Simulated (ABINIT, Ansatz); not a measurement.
# CsCdCl3 (Pm-3m): one start, several treatments of the self-energy, part 2 of 2

How much does the gap of CsCdCl3 (Pm-3m) depend on the approximation to the self-energy?

ABINIT 10.8.3; LDA and many-body steps on it, plane waves. Known limits of the many-body steps: not at the basis limit; d shell near the gap, gap tends to lie low; no spin-orbit coupling; coarse k mesh.

So far. Step 4 (G0W0, Godby-Needs plasmon pole): The gap on the mesh goes from 1.51 eV to 3.70 eV, a correction of +2.19 eV. Step 5 (G0W0, von der Linden-Horsch plasmon pole): Against G0W0 in ABINIT (2×2×2 mesh, 196 bands, screening to 141.5 eV, Godby-Needs plasmon pole), the gap moves by −0.050 eV.

The database entry behind the starting cell is an old determination (1928), so it need not match the best structure at ambient conditions.

### Step 6. G0W0, Engel-Farid plasmon pole

Level of this step: G0W0 on LDA, plane waves, norm-conserving pseudopotentials (ABINIT).

run.abi reads:

```
acell 3*1.0 Angstrom
rprim 
  5.200000000000 0.000000000000 0.000000000000
  0.000000000000 5.200000000000 0.000000000000
  0.000000000000 0.000000000000 5.200000000000
ntypat 3
znucl 55 48 17
natom 5
typat 1 2 3 3 3
xred 
  0.000000000000 0.000000000000 0.000000000000
  0.500000000000 0.500000000000 0.500000000000
  0.000000000000 0.500000000000 0.500000000000
  0.500000000000 0.000000000000 0.500000000000
  0.500000000000 0.500000000000 0.000000000000
pp_dirpath "pseudos"
pseudos "Cs.upf, Cd.upf, Cl.upf"
ecut 47
ngkpt 2 2 2
nshiftk 1
shiftk 0 0 0
kptopt 1
chksymbreak 0
istwfk *1
occopt 1
irdwfk 1
optdriver 4
nband 196
gwcalctyp 0
ecutsigx 47
symsigma 1
nkptgw 2
kptgw 
  0.5000000000 0.5000000000 0.5000000000
  0.0000000000 0.0000000000 0.0000000000
bdgw 
  24 28
  23 27
ecuteps 5.2
irdscr 1
ppmodel 4
indata_prefix "in"
outdata_prefix "out"
tmpdata_prefix "tmp"
```

Started as:

```
OMP_NUM_THREADS=1 mpirun -n 4 abinit run.abi > log
```

Numbers of over 12 decimals in the logs are rounded to 6 here.

The program printed:

```text
.Version 10.8.3 of ABINIT. v10.8.2 released Aug 2026.

 Symmetries : space group Pm -3 m (#221); Bravais cP (primitive cubic)
[... echo of the input left out ...]
== DATASET  1 ==================================================================
-   mpi_nproc: 4, omp_nthreads: 1 (-1 if OMP is not activated)

--- !DatasetInfo
iteration_state: {dtset: 1, }
dimensions: {natom: 5, nkpt: 4, mband: 196, nsppol: 1, nspinor: 1, nspden: 1, mpw: 14604, }
cutoff_energies: {ecut:  47.0, pawecutdg:  -1.0, }
[...]
Band     E0 <VxcDFT>   SigX SigC(E0)      Z dSigC/dE  Sig(E)    E-E0       E
[...]
26   3.192 -13.086  -8.162  -3.507   0.834  -0.200 -11.905   1.182   4.373
       27   7.246  -7.982  -3.357  -3.588   0.853  -0.172  -7.097   0.885   8.131

== END DATASET(S) ==============================================================
================================================================================

 -outvars: echo values of variables after computation  --------
           etotal      0.0000000000E+00
            nband         196
             nkpt           4
          spgroup         221
 [... the other variables as echoed above ...]

 Calculation completed.
```

Wall time 18 s (4 MPI ranks of Intel Xeon Platinum 8375C at 2.90GHz (Ice Lake), shared host); peak memory 2.2 GiB.

This step gave:

| Item | Value |
| --- | --- |
| G0W0 gap on the points computed | 3.621 eV |
| starting gap on the mesh | 1.511 eV |
| k of the valence top | 0.5, 0.5, 0.5 |
| k of the conduction bottom | 0, 0, 0 |
| least direct G0W0 gap on the computed points | 4.545 eV |

Against G0W0 in ABINIT (2×2×2 mesh, 196 bands, screening to 141.5 eV, Godby-Needs plasmon pole), the gap moves by −0.076 eV.

### Step 7. One-shot Hartree-Fock

This step: one-shot Hartree-Fock on LDA, plane waves, norm-conserving pseudopotentials.

run.abi: that of step 6 with these lines changed.

```diff
@@ -27,4 +27,4 @@
 optdriver 4
-nband 196
-gwcalctyp 0
+nband 29
+gwcalctyp 5
 ecutsigx 47
@@ -38,5 +38,4 @@
   23 27
-ecuteps 5.2
-irdscr 1
-ppmodel 4
+ixc_sigma 40
+fftgw 31
 indata_prefix "in"
```

The program printed:

```text
.Version 10.8.3 of ABINIT. v10.8.2 released Aug 2026.

 Symmetries : space group Pm -3 m (#221); Bravais cP (primitive cubic)
[... echo of the input left out ...]
== DATASET  1 ==================================================================
-   mpi_nproc: 4, omp_nthreads: 1 (-1 if OMP is not activated)

--- !DatasetInfo
iteration_state: {dtset: 1, }
dimensions: {natom: 5, nkpt: 4, mband: 29, nsppol: 1, nspinor: 1, nspden: 1, mpw: 14604, }
cutoff_energies: {ecut:  47.0, pawecutdg:  -1.0, }
[...]
Band     E0 <VxcDFT>   SigX SigC(E0)      Z dSigC/dE  Sig(E)    E-E0       E
[...]
26   3.192 -13.086  -8.162   0.000   1.000   0.000  -8.162   4.925   8.116
       27   7.246  -7.982  -3.357   0.000   1.000   0.000  -3.357   4.625  11.871

== END DATASET(S) ==============================================================
================================================================================

 -outvars: echo values of variables after computation  --------
           etotal      0.0000000000E+00
            nband          29
             nkpt           4
          spgroup         221
 [... the other variables as echoed above ...]

 Calculation completed.
```

Wall time 6.1 s (4 MPI ranks); peak memory 0.46 GiB; 23 s of CPU time.

This step gave:

* quasiparticle gap on the points computed: 10.26 eV
* starting gap on the mesh: 1.511 eV
* k of the valence top: 0.5, 0.5, 0.5
* k of the conduction bottom: 0, 0, 0
* least direct quasiparticle gap on the computed points: 11.20 eV

Against G0W0 in ABINIT (2×2×2 mesh, 196 bands, screening to 141.5 eV, Godby-Needs plasmon pole), the gap moves by +6.564 eV.

### Step 8. Side by side

Times are wall times on 4 MPI ranks of Intel Xeon Platinum 8375C at 2.90GHz (Ice Lake), shared host, good to a factor of about two. A run's time includes the screening step that it read.

```
                                     run   mesh  bands  screening cutoff (eV)  DFT gap (eV)  gap on the mesh (eV)  direct (eV)  ε∞ used     time
          G0W0, Godby-Needs plasmon pole  2×2×2    196                  141.5         1.511                 3.697        4.557     4.54  2.2 min
G0W0, von der Linden-Horsch plasmon pole  2×2×2    196                  141.5         1.511                 3.647        4.653     4.54    2 min
          G0W0, Engel-Farid plasmon pole  2×2×2    196                  141.5         1.511                 3.621        4.545     4.54    2 min
                   one-shot Hartree-Fock  2×2×2      -                      -         1.511                10.261       11.202        -    6.1 s
```

### Step 9. Outcome

* G0W0, Godby-Needs plasmon pole: 3.697 eV
* G0W0, von der Linden-Horsch plasmon pole: 3.647 eV
* G0W0, Engel-Farid plasmon pole: 3.621 eV
* one-shot Hartree-Fock: 10.261 eV
* known limits: not at the basis limit; d shell near the gap, gap tends to lie low; no spin-orbit coupling; coarse k mesh

**Reading.** G0W0, von der Linden-Horsch plasmon pole: −0.050 eV against G0W0, Godby-Needs plasmon pole. G0W0, Engel-Farid plasmon pole: −0.076 eV against G0W0, Godby-Needs plasmon pole. One-shot Hartree-Fock: +6.564 eV against G0W0, Godby-Needs plasmon pole. Bare exchange alone opens the gap to 10.26 eV; against G0W0, correlation takes back 6.56 eV. Bands and cutoff are finite, so the gap is not at the basis limit. The miss can reach some tenths of an eV and take either sign; the mesh is an error of its own. In the first G0W0 run levels were corrected at 2 k points alone, so a gap called «on the mesh» is the least over those, and an edge elsewhere would be missed. The 2×2×2 mesh is coarse for this cell, which bears on the long-range parts of exchange and screening. This is the ideal cubic cell; many perovskites, halides above all, are cubic only on average, and local tilts or off-centring can widen the gap. A d shell, filled or nearly so, lies near the gap. One-shot GW converges very slowly in bands there, not always from below, and on a semilocal start the gap tends to come out low; starts rich in exact exchange can overshoot instead. The many-body steps are scalar-relativistic: spin-orbit coupling is not in them.

[Paths, hosts, dates, memory and timing lines, banners, echoed tables and standing remarks are left out of the program output.]

[Logs are printed without paths, hosts, clocks, repeated set-up lines and the standing remarks that a program may print on its own settings, such as how far it seeks lower states.]

[Runs of the session that timed out or met a known fault of the program may be left out.]

[No measured gap is set beside runs whose start may be inverted or whose files or cutoffs have a known fault.]

[Hosts, paths, dates, database ids (printed as entryN), source tags and the programs' standing remarks are cut or masked in the printed files.]

[G0W0 gaps are taken among the corrected bands and points alone; a level outside them can change the order at an edge.]

[Where Ansatz stands beside ABINIT at settings called matched, ABINIT's density can come from a denser mesh and the files from another edition; pairs whose starting gaps differed by over 0.03 eV were left out, so agreement reads better than it is.]
